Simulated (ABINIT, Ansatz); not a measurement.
# CdTe (F-43m): bands and cutoff in G0W0 with ABINIT

What does each rung of G0W0 on CdTe (F-43m) cost, and what does it buy?

Calculated with ABINIT 10.8.3; PBE and many-body steps on it, plane waves.

Most raw output is cut from this account.

## 1. Set-up

The structure is cubic, space group F-43m (No. 216). Conventional cell: a = 6.480 Å, b = 6.480 Å, c = 6.480 Å, α = 90.00°, β = 90.00°, γ = 90.00°. Cd has 4 Te at 2.81 Å nearest. Te has 4 Cd at 2.81 Å nearest. Farther neighbours and most contacts between anions are not listed.

The cell and positions come from the Crystallography Open Database and are kept as given unless a step says otherwise. Spin-orbit coupling is left out unless a step names it.

## 2. Empty states on the mesh, 4×4×4 mesh, 636 bands

This step: ABINIT 10.8.3; DFT, PBE, plane waves, norm-conserving pseudopotentials.

The sums over transitions need many empty states on a uniform mesh; this step solves for them.

Input file run.abi:

```
acell 3*1.0 Angstrom
rprim 
  0.000000000000 3.240000000000 3.240000000000
  3.240000000000 0.000000000000 3.240000000000
  3.240000000000 3.240000000000 0.000000000000
ntypat 2
znucl 48 52
natom 2
typat 1 2
xred 
  0.000000000000 0.000000000000 0.000000000000
  0.250000000000 0.250000000000 0.250000000000
pp_dirpath "pseudos"
pseudos "Cd.upf, Te.upf"
ecut 47
ngkpt 4 4 4
nshiftk 1
shiftk 0 0 0
kptopt 1
chksymbreak 0
irdden 1
istwfk *1
nband 636
prtvol 0
optdriver 6
gwr_task "HDIAGO"
paral_kgb 0
occopt 1
indata_prefix "in"
outdata_prefix "out"
tmpdata_prefix "tmp"
```

Command:

```bash
> OMP_NUM_THREADS=1 mpirun -n 8 abinit run.abi > log
```

Elapsed: 7.1 min, on 8 MPI ranks of Intel Xeon Platinum 8375C at 2.90GHz (Ice Lake), shared host; peak memory 22 GiB.

Numbers from this step:

```yaml
gap: 0.7713 eV
k_of_the_valence_top: 0, 0, 0
k_of_the_conduction_bottom: 0, 0, 0
least_direct_gap: 0.7713 eV
k_points_computed: 8
lowest_point_of_the_top_converged_band_above_the_valence_top: 237.8588 eV
```

On this mesh the gap is 0.771 eV.

The density comes from a self-consistent run that is not shown.

## 3. Screening, 4×4×4 mesh, 94 bands, screening to 114.3 eV

The RPA dielectric matrix is built and inverted for each q.

This step: RPA screening on PBE, plane waves, norm-conserving pseudopotentials.

run.abi: that of step 2 with these lines changed.

```diff
@@ -20,10 +20,11 @@
 chksymbreak 0
-irdden 1
 istwfk *1
-nband 636
-prtvol 0
-optdriver 6
-gwr_task "HDIAGO"
-paral_kgb 0
 occopt 1
+irdwfk 1
+optdriver 3
+nband 94
+ecuteps 4.2
+inclvkb 2
+awtr 1
+symchi 1
 indata_prefix "in"
```

Wall time 86 s (8 MPI ranks); peak memory 2.3 GiB; 11 min of CPU time.

This step gave:

- ε∞ with local fields, on this mesh, along the program's q direction: 28.41
- the same without local fields: 29.81
- plasma frequency: 27.01 eV
- plane waves in the screening matrix: 169

Local fields lower ε∞ by 5 %.

## 4. 94 bands, 114.3 eV

The self-energy is evaluated for the states that the input lists, and the levels follow from it, in one-shot runs by the linearised quasiparticle equation.

This step: G0W0 on PBE, plane waves, norm-conserving pseudopotentials.

run.abi: that of step 3 with these lines changed.

```diff
@@ -23,8 +23,15 @@
 irdwfk 1
-optdriver 3
+optdriver 4
 nband 94
+gwcalctyp 0
+ecutsigx 47
+symsigma 1
+nkptgw 1
+kptgw 
+  0.0000000000 0.0000000000 0.0000000000
+bdgw 
+  16 22
 ecuteps 4.2
-inclvkb 2
-awtr 1
-symchi 1
+irdscr 1
+ppmodel 1
 indata_prefix "in"
```

Elapsed: 11 s, on 8 MPI ranks; peak memory 2 GiB; 82 s of CPU time.

Numbers from this step:

```yaml
g0w0_gap_on_the_points_computed: 1.87 eV
starting_gap_on_the_mesh: 0.7713 eV
k_of_the_valence_top: 0, 0, 0
k_of_the_conduction_bottom: 0, 0, 0
z_at_the_valence_top: 0.796
z_at_the_conduction_bottom: 0.808
least_direct_g0w0_gap_on_the_computed_points: 1.87 eV
```

The gap on the mesh goes from 0.77 eV to 1.87 eV, a correction of +1.10 eV.

## 5. Screening, 4×4×4 mesh, 267 bands, screening to 212.2 eV

This step: RPA screening on PBE, plane waves, norm-conserving pseudopotentials.

run.abi: that of step 4 with these lines changed.

```diff
@@ -23,15 +23,8 @@
 irdwfk 1
-optdriver 4
-nband 94
-gwcalctyp 0
-ecutsigx 47
-symsigma 1
-nkptgw 1
-kptgw 
-  0.0000000000 0.0000000000 0.0000000000
-bdgw 
-  16 22
-ecuteps 4.2
-irdscr 1
-ppmodel 1
+optdriver 3
+nband 267
+ecuteps 7.8
+inclvkb 2
+awtr 1
+symchi 1
 indata_prefix "in"
```

Run time: 8.9 min. Hardware: 8 MPI ranks; peak memory 4.5 GiB.

Numbers from this step:

- ε∞ with local fields, on this mesh, along the program's q direction: 28.49
- the same without local fields: 29.84
- plasma frequency: 27.01 eV
- plane waves in the screening matrix: 531

## 6. 267 bands, 212.2 eV

This step: G0W0 on PBE, plane waves, norm-conserving pseudopotentials.

run.abi: that of step 5 with these lines changed.

```diff
@@ -23,8 +23,15 @@
 irdwfk 1
-optdriver 3
+optdriver 4
 nband 267
+gwcalctyp 0
+ecutsigx 47
+symsigma 1
+nkptgw 1
+kptgw 
+  0.0000000000 0.0000000000 0.0000000000
+bdgw 
+  16 22
 ecuteps 7.8
-inclvkb 2
-awtr 1
-symchi 1
+irdscr 1
+ppmodel 1
 indata_prefix "in"
```

Wall time 44 s (8 MPI ranks); peak memory 4.4 GiB; 5.8 min of CPU time.

Numbers from this step:

| Item | Value |
| --- | --- |
| G0W0 gap on the points computed | 1.858 eV |
| starting gap on the mesh | 0.7713 eV |
| k of the valence top | 0, 0, 0 |
| k of the conduction bottom | 0, 0, 0 |
| Z at the valence top | 0.795 |
| Z at the conduction bottom | 0.807 |
| least direct G0W0 gap on the computed points | 1.858 eV |

Against G0W0 in ABINIT (4×4×4 mesh, 94 bands, screening to 114.3 eV, Godby-Needs plasmon pole), the gap moves by −0.012 eV.

## 7. Screening, 4×4×4 mesh, 628 bands, screening to 326.5 eV

This step: RPA screening on PBE, plane waves, norm-conserving pseudopotentials.

run.abi: that of step 6 with these lines changed.

```diff
@@ -23,15 +23,8 @@
 irdwfk 1
-optdriver 4
-nband 267
-gwcalctyp 0
-ecutsigx 47
-symsigma 1
-nkptgw 1
-kptgw 
-  0.0000000000 0.0000000000 0.0000000000
-bdgw 
-  16 22
-ecuteps 7.8
-irdscr 1
-ppmodel 1
+optdriver 3
+nband 628
+ecuteps 12
+inclvkb 2
+awtr 1
+symchi 1
 indata_prefix "in"
```

Run time: 30 min. Hardware: 8 MPI ranks; peak memory 11 GiB; 3.9 h of CPU time.

Numbers from this step:

```yaml
eps_infinity_with_local_fields_on_this_mesh_along_the_program_s_q_direction: 28.49
the_same_without_local_fields: 29.84
plasma_frequency: 27.01 eV
plane_waves_in_the_screening_matrix: 941
```

## 8. 628 bands, 326.5 eV

This step: G0W0 on PBE, plane waves, norm-conserving pseudopotentials.

run.abi: that of step 7 with these lines changed.

```diff
@@ -23,8 +23,15 @@
 irdwfk 1
-optdriver 3
+optdriver 4
 nband 628
+gwcalctyp 0
+ecutsigx 47
+symsigma 1
+nkptgw 1
+kptgw 
+  0.0000000000 0.0000000000 0.0000000000
+bdgw 
+  16 22
 ecuteps 12
-inclvkb 2
-awtr 1
-symchi 1
+irdscr 1
+ppmodel 1
 indata_prefix "in"
```

Elapsed: 3.7 min, on 8 MPI ranks; peak memory 12 GiB.

Numbers from this step:

```
G0W0 gap on the points computed              : 1.869 eV
starting gap on the mesh                     : 0.7713 eV
k of the valence top                         : 0, 0, 0
k of the conduction bottom                   : 0, 0, 0
least direct G0W0 gap on the computed points : 1.869 eV
```

Against G0W0 in ABINIT (4×4×4 mesh, 267 bands, screening to 212.2 eV, Godby-Needs plasmon pole), the gap moves by +0.011 eV.

## 9. The runs together

Times are wall times on 8 MPI ranks of Intel Xeon Platinum 8375C at 2.90GHz (Ice Lake), shared host, good to a factor of about two. A run's time includes the screening step that it read.

| run | mesh | bands | screening cutoff (eV) | DFT gap (eV) | gap on the mesh (eV) | direct (eV) | ε∞ used | time |
| --- | --- | --- | --- | --- | --- | --- | --- | --- |
| 94 bands, 114.3 eV | 4×4×4 | 94 | 114.3 | 0.771 | 1.870 | 1.870 | 28.41 | 96 s |
| 267 bands, 212.2 eV | 4×4×4 | 267 | 212.2 | 0.771 | 1.858 | 1.858 | 28.49 | 9.7 min |
| 628 bands, 326.5 eV | 4×4×4 | 628 | 326.5 | 0.771 | 1.869 | 1.869 | 28.49 | 34 min |

## 10. Summary of results

```
94 bands, 114.3 eV  : 1.870 eV
267 bands, 212.2 eV : 1.858 eV
628 bands, 326.5 eV : 1.869 eV
known limits        : not at the basis limit; exchange with frozen shells missing; mesh may overstate the screening; no spin-orbit coupling; coarse k mesh
```

**Reading.** From the first rung to the last the gap moves by −0.001 eV for 21 times the time. The gap turns back along the series, so no limit is drawn from it. In the G0W0 runs levels were corrected at 1 k point alone, so a gap called «on the mesh» is the least over those, and an edge elsewhere would be missed. The 4×4×4 mesh is coarse for this cell, which bears on the long-range parts of exchange and screening. The norm-conserving file of at least one element keeps a d shell over frozen s and p shells of the same row. Exchange with those shells is missing from the self-energy, an error of 0.3 to 0.9 eV in cases checked, whose sign depends on which edge lies on those atoms. The RPA ε∞ on this mesh reaches over 25; with a narrow direct gap a coarse mesh can overstate it, and the correction is then too small. The many-body steps are scalar-relativistic: spin-orbit coupling is not in them.

[Paths, hosts, dates, memory and timing lines, banners, echoed tables and standing remarks are left out of the program output.]

[Logs are printed without paths, hosts, clocks, repeated set-up lines and the standing remarks that a program may print on its own settings, such as how far it seeks lower states.]

[Runs of the session that timed out or met a known fault of the program may be left out.]

[Hosts, paths, dates, database ids (printed as entryN), source tags and the programs' standing remarks are cut or masked in the printed files.]

[G0W0 gaps are taken among the corrected bands and points alone; a level outside them can change the order at an edge.]

[Where Ansatz stands beside ABINIT at settings called matched, ABINIT's density can come from a denser mesh and the files from another edition; pairs whose starting gaps differed by over 0.03 eV were left out, so agreement reads better than it is.]
